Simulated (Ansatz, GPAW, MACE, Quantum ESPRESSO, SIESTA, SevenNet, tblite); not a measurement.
## Codes compared on HfO2(111) slab (54 atoms)

How near do other programs and methods come to a plane-wave reference for HfO2(111) slab (54 atoms)? A plane-wave run serves as the reference.

Calculated with Quantum ESPRESSO 7.5; Kohn-Sham DFT, PBE, SSSP efficiency 1.3.0 pseudopotentials, plane waves.

**1. Set-up**

The cell holds 54 atoms: 18 Hf and 36 O. Its edges and angles: a = 10.776 Å, b = 7.184 Å, c = 17.332 Å, α = 90.0°, β = 90.0°, γ = 120.0°. It derives from HfO2 (fluorite-type). Fluorite-type HfO2 (a = 5.08 Å), (111) slab of 3 repeat layers, 3 x 2 surface cells, 10 Å of vacuum; not relaxed, displaced by a Gaussian of 0.02 Å. Then every atom was moved at random, 0.05 Å r.m.s. a Cartesian component. Vacuum lies along c.

**2. Reference: Quantum ESPRESSO, plane waves**

The input, pw.in:

```
&control
  calculation = 'scf'
  pseudo_dir = './pseudo'
  outdir = './tmp'
  disk_io = 'none'
  tprnfor = .true.
/
&system
  ibrav = 0
  nat = 54
  ntyp = 2
  ecutwfc = 60
  ecutrho = 480
  nosym = .true.
  occupations = 'smearing'
  smearing = 'fd'
  degauss = 0.003675
/
&electrons
  conv_thr = 2.7e-07
  electron_maxstep = 100
  mixing_beta = 0.4
  mixing_mode = 'local-TF'
  diagonalization = 'david'
/
ATOMIC_SPECIES
Hf 178.490 Hf.upf
O 15.999 O.upf
CELL_PARAMETERS angstrom
10.77631 0.00000 0.00000
-3.59210 6.22170 0.00000
0.00000 0.00000 17.33235
ATOMIC_POSITIONS crystal
Hf 0.32965 0.48436 0.33385
O 0.21568 0.64503 0.28313
O 0.44680 0.82526 0.37099
Hf 0.43773 0.82775 0.50482
O 0.34303 0.49421 0.45865
O 0.22695 0.66795 0.54069
Hf 0.22494 0.66503 0.67256
O 0.43967 0.83024 0.62778
O 0.99686 0.50732 0.71141
Hf 0.33168 0.00207 0.33005
O 0.21942 0.17393 0.28571
O 0.44057 0.33186 0.37327
[... 38 atom lines left out ...]
O 0.88818 0.15711 0.54312
Hf 0.87805 0.15926 0.66626
O 0.10736 0.32865 0.62766
O 0.65855 0.97640 0.71111
K_POINTS gamma
```

Launch:

```bash
OMP_NUM_THREADS=1 mpirun -np 4 pw.x -in pw.in > output.txt
```

Output:

```text
Program PWSCF
     gamma-point specific algorithms are used
     one sub-group per band group will be used
     scalapack distributed-memory algorithm (size of sub-group:  2*  2 procs)
     Parallelization info
     sticks:   dense  smooth     PW     G-vecs:    dense   smooth      PW
     Min        2286    1142    285               348186   123098   15393
     Max        2288    1144    286               348192   123111   15398
     Sum        9147    4573   1143              1392759   492421   61579
     bravais-lattice index     =            0
     lattice parameter (alat)  =      20.3643  a.u.
     unit-cell volume          =    7842.1148 (a.u.)^3
     number of atoms/cell      =           54
     number of atomic types    =            2
     number of electrons       =       432.00
[... lines left out ...]
     scf convergence threshold =      2.7E-07
[... lines left out ...]
     number of k points=     1  Fermi-Dirac smearing, width (Ry)=  0.0037
[... lines left out ...]
     total energy              =   -3538.03855527 Ry
[... lines left out ...]
     total energy              =   -3536.65138085 Ry
[... lines left out ...]
     total energy              =   -3538.27101064 Ry
[... lines left out ...]
     total energy              =   -3538.43745086 Ry
[... lines left out ...]
     total energy              =   -3538.43745092 Ry
     estimated scf accuracy    <       0.00000036 Ry
     iteration # 20     ecut=    60.00 Ry     beta= 0.40
     negative rho (up, down):  5.908E-04 0.000E+00
     End of self-consistent calculation
          k = 0.0000 0.0000 0.0000 ( 30790 PWs)   bands (ev):
   -58.5569 -58.4912 -58.4502 -58.4390 -58.3789 -58.3696 -58.2788 -58.2616
   -58.2284 -58.1781 -58.1368 -58.1234 -58.1017 -58.0430 -57.9252 -57.9141
   -57.8534 -57.8524 -27.3840 -27.3296 -27.3155 -27.2034 -27.1971 -27.1870
[...]
7.9220   7.9284   8.0136   8.0844   8.1135   8.1546   8.1722   8.2086
     8.2669   8.2978   8.3276   8.3644   8.3982   8.4224   8.4822   8.5344
     8.5964   8.6042   8.6558
     the Fermi energy is     4.8926 ev
!    total energy              =   -3538.43745084 Ry
     estimated scf accuracy    <       0.00000007 Ry
     smearing contrib. (-TS)   =      -0.00000000 Ry
     internal energy E=F+TS    =   -3538.43745084 Ry
     The total energy is F=E-TS. E is the sum of the following terms:
     one-electron contribution =  -14114.98484911 Ry
     hartree contribution      =    7176.02716488 Ry
     xc contribution           =    -783.26525133 Ry
     ewald contribution        =    4526.18901742 Ry
     one-center paw contrib.   =    -342.40353270 Ry
     convergence has been achieved in  20 iterations
     negative rho (up, down):  5.908E-04 0.000E+00
     Forces acting on atoms (cartesian axes, Ry/au):
     atom    1 type  1   force =    -0.02481164    0.07020632   -0.01516715
     atom    2 type  2   force =    -0.02064568    0.02130893    0.02092673
     atom    3 type  2   force =    -0.04088990    0.01564947    0.00561963
[...]
atom   53 type  2   force =    -0.00674491    0.04302847   -0.01792485
     atom   54 type  2   force =    -0.01552753    0.08202070    0.03057445
     Total force =     0.432141     Total SCF correction =     0.000718
     Message from routine punch:
     Nothing written, as per user request (disk_io='none')
```

Elapsed: 3.9 min, on 4 MPI ranks of Arm Neoverse V1, shared host; peak memory 2.9 GiB; 15 min of CPU time.

Banners, paths, timers and routine set-up lines are dropped from the logs unmarked, and long logs keep their key lines alone; longer cuts are marked.

Numbers from this run:

| Quantity | Value |
| --- | --- |
| r.m.s. force component | 0.873 eV/Å |
| longest force | 3.096 eV/Å |
| gap (highest filled to lowest empty level) | 3.481 eV |

**3. Local order**

Normalised to the volume that the atoms fill. g(r), total and by pair (bins of 0.2 Å):

```
r (Å)  total   O-O  O-Hf  Hf-Hf
 2.00   0.69  0.00  1.55   0.00
 2.20   3.70  0.00  8.32   0.00
 2.40   1.03  1.53  0.78   0.00
 2.60   1.70  3.83  0.00   0.00
 2.80   0.02  0.05  0.00   0.00
 3.00   0.00  0.00  0.00   0.00
 3.20   0.00  0.00  0.00   0.00
 3.40   0.40  0.58  0.00   1.30
 3.60   2.94  4.46  0.00   8.59
 3.80   0.29  0.39  0.00   1.01
 4.00   0.19  0.00  0.42   0.00
 4.20   2.68  0.11  5.92   0.00
 4.40   1.23  1.97  0.79   0.00
 4.60   0.04  0.09  0.00   0.00
 4.80   0.00  0.00  0.00   0.00
 5.00   0.45  0.66  0.00   1.42
 5.20   0.28  0.43  0.01   0.77
 5.40   0.57  0.01  1.27   0.00
 5.60   2.18  2.13  2.78   0.00
 5.80   0.61  1.32  0.06   0.00
 6.00   0.14  0.23  0.00   0.30
 6.20   1.60  2.38  0.00   4.89
 6.40   0.31  0.29  0.26   0.62
 6.60   1.11  0.00  2.51   0.00
 6.80   0.11  0.00  0.24   0.00
 7.00   0.08  0.11  0.00   0.28
 7.20   0.63  0.94  0.00   1.87
 7.40   0.72  0.12  1.50   0.03
```

Bonds by pair of elements; cutoffs follow the first minimum of g(r), held within bounds set by covalent radii, and pairs that aren't listed don't count as bonded (cutoffs were set anew for this text, so counts can differ from the run's own analysis):

```
pair A-B  cutoff (Å)  bonds  mean length (Å)  spread (Å)  shortest (Å)  B about A  A about B
    O-Hf        2.82    132             2.20       0.077          2.03       3.67       7.33
```

How many atoms have how many bonded neighbours:

```
element  mean   3   4   7  8
     Hf  7.33   0   0  12  6
      O  3.67  12  24   0  0
```

**4. The other programs**

The programs:
- GPAW 26.7.0: PAW with atomic orbitals (LCAO), plane waves or a real-space grid of spacing h.
- MACE: machine-learned potential, published weights.
- SIESTA 5.4.2: numerical atomic orbitals, whose automatically made sets are far from complete, with PseudoDojo norm-conserving potentials that we converted to its format (checked against plane waves on the same files for H, C, O, Si, Ge and Ca alone); labels give functional, basis size, energy shift and mesh cutoff.
- SevenNet: machine-learned potential, published weights.
- tblite 0.8.0: extended tight binding, driven from Python.

All use the same cell and atoms; the electronic-structure runs use the same k-mesh, and an electronic temperature of 580 K (0.05 eV) where levels are smeared.

Differences are against the plane-wave reference, forces as r.m.s. over components; share is that over the reference's r.m.s. force, slope the least-squares factor from reference forces to these. Total energies of different programs have different zeros and aren't compared.

```
                                                           run  Δ force, r.m.s. (meV/Å)  share (%)  slope  Δ gap (eV)  cores  CPU time  memory (GiB)
                                                     reference                        -          -      -           -      4    15 min           2.9
                                  GPAW PBE, LCAO dzp, h 0.18 Å                      199       22.8  1.129      -0.153      1   4.2 min           1.5
                         GPAW PBE, LCAO dzp, h 0.28 Å (coarse)                     1872        215  1.317      -0.184      1      91 s          0.53
                    GPAW PBE, LCAO szp(dzp), h 0.18 Å (coarse)                      289       33.1  1.171      -0.480      1   2.6 min           1.4
                                   MACE MPA-0 medium potential                      184       21.0  1.031           -      1      10 s          0.83
           SIESTA PBE, DZ, shift 0.01 Ry, mesh 500 Ry (coarse)                      191       21.9  1.095      -0.355      1   2.2 min          0.94
          SIESTA PBE, DZP, shift 0.01 Ry, mesh 150 Ry (coarse)                      142       16.3  1.091      -0.226      1      52 s          0.41
                   SIESTA PBE, DZP, shift 0.01 Ry, mesh 500 Ry                      135       15.5  1.093      -0.226      2     4 min           1.5
           SIESTA PBE, SZ, shift 0.02 Ry, mesh 500 Ry (coarse)                      395       45.3  0.976       -1.06      1      76 s           0.7
          SIESTA PBE, SZP, shift 0.01 Ry, mesh 500 Ry (coarse)                      182       20.8  1.092      -0.480      1     3 min           1.1
SIESTA revPBE, PBE potentials, DZP, shift 0.01 Ry, mesh 500 Ry                      158       18.1  1.107      -0.168      2   3.9 min           1.5
                                          SevenNet 0 potential                     94.4       10.8  0.961           -      1      10 s          0.75
                                       SevenNet l3i5 potential                     92.0       10.5  0.986           -      1      12 s           1.1
                                               tblite GFN1-xTB                      620       71.0  0.390           -      1     2.6 s          0.12
```

Rows marked coarse were listed beforehand as settings not expected to be converged; some can still land near the reference.

Times of the machine-learned potentials are mostly Python's start and the loading of weights.

CPU time is summed over cores on a shared host, where runs went side by side, so it is rough. Symmetry, cutoffs, thresholds, outputs and thread counts weren't matched or tuned between programs; memory under MPI is the largest rank's times the ranks.

Mean charges by element (e), by run and scheme:

```
                                                           run     scheme     Hf      O
                   SIESTA PBE, DZP, shift 0.01 Ry, mesh 500 Ry  Hirshfeld  +0.68  -0.34
SIESTA revPBE, PBE potentials, DZP, shift 0.01 Ry, mesh 500 Ry  Hirshfeld  +0.69  -0.34
                                               tblite GFN1-xTB   Mulliken  +1.25  -0.63
```

Within one program, basis, potentials and functional, energies share a zero. Each run against its twin at the usual cutoff or grid and solver:

```
                                        run                             twin  Δ energy (meV/atom)  Δ force, r.m.s. (meV/Å)         CPU time over the twin's
               GPAW PBE, LCAO dzp, h 0.28 Å               LCAO dzp, h 0.18 Å                 1150                     1850                             0.36
SIESTA PBE, DZP, shift 0.01 Ry, mesh 150 Ry  DZP, shift 0.01 Ry, mesh 500 Ry               -0.429                     44.2  0.21 (this twin ran on 2 cores)
```

**5. Summary of results**

```
reference r.m.s. force component                       : 0.873 eV/Å
nearest in forces                                      : a tie at 11 % of 2 runs: SevenNet 0 potential; SevenNet l3i5 potential
farthest in forces                                     : GPAW PBE, LCAO dzp, h 0.28 Å (coarse), 215 %
cheapest electronic-structure run beside the reference : tblite GFN1-xTB, 2.6 s of CPU time
```

What this shows: The PBE runs in local orbitals, coarse settings apart, differ by 15 % (SIESTA PBE, DZP, shift 0.01 Ry, mesh 500 Ry) to 23 % (GPAW PBE, LCAO dzp, h 0.18 Å); basis, grid and potentials can all enter. Tight binding differs by 71 % (tblite GFN1-xTB); it is another model, with fitted parameters of its own, and the xTB methods hold dispersion. Machine-learned potentials differ by 11 % (SevenNet l3i5 potential) to 21 % (MACE MPA-0 medium potential); they were trained on other programs' data. Rows with another functional or a dispersion term differ by 18 % (SIESTA revPBE, PBE potentials, DZP, shift 0.01 Ry, mesh 500 Ry), which mixes the change of model with differences of basis and potentials, some of them made for another functional. Runs with settings chosen to be coarse differ by 16 % (SIESTA PBE, DZP, shift 0.01 Ry, mesh 150 Ry) to 215 % (GPAW PBE, LCAO dzp, h 0.28 Å), their programs' other errors included. Of the electronic-structure runs that take under half the reference's CPU time, SIESTA PBE, DZP, shift 0.01 Ry, mesh 500 Ry comes nearest, at 15 % in 4 min against 15 min. GPAW PBE, LCAO szp(dzp), h 0.18 Å stiffens the forces by a factor of 1.17 while following their directions (correlation 0.972). At the same functional, gaps differ from the reference's 3.48 eV by between -1.06 and -0.15 eV. These are spacings on the run's k-points, which needn't hold the band edges. Charges hang on model, scheme and program or settings: among these rows the mean for Hf runs from +0.68 to +1.25 e. In the reference: filled and empty levels are parted by 3.48 eV on the run's k-points; the mesh holds the band edges only if they fold onto it, so the gap at this level can be narrower or closed, and states at the surface or the caps may set it. In the reference: for some of the pairs, g(r) has its first main peak near 2.54 Å (O-O), 2.20 Å (O-Hf) and 3.59 Å (Hf-Hf). Periodic xTB results under one method name differ between programs and library versions. Machine-learned potentials mimic data converged in k, so the reference's own k-point error enters their differences. The electronic-structure runs sample only Γ, in a cell whose shortest periodic width is 6 Å. Spin–orbit coupling is left out, which matters for the levels of the heavy elements.

[Also dropped from logs without a mark: logging warnings of Python, and SIESTA's first energy breakdown and zero terms.]

[Logs are printed without paths, hosts, clocks, repeated set-up lines and the standing remarks that a program may print on its own settings, such as how far it seeks lower states.]

[Hosts, paths, dates, database ids (printed as entryN), source tags and the programs' standing remarks are cut or masked in the printed files.]
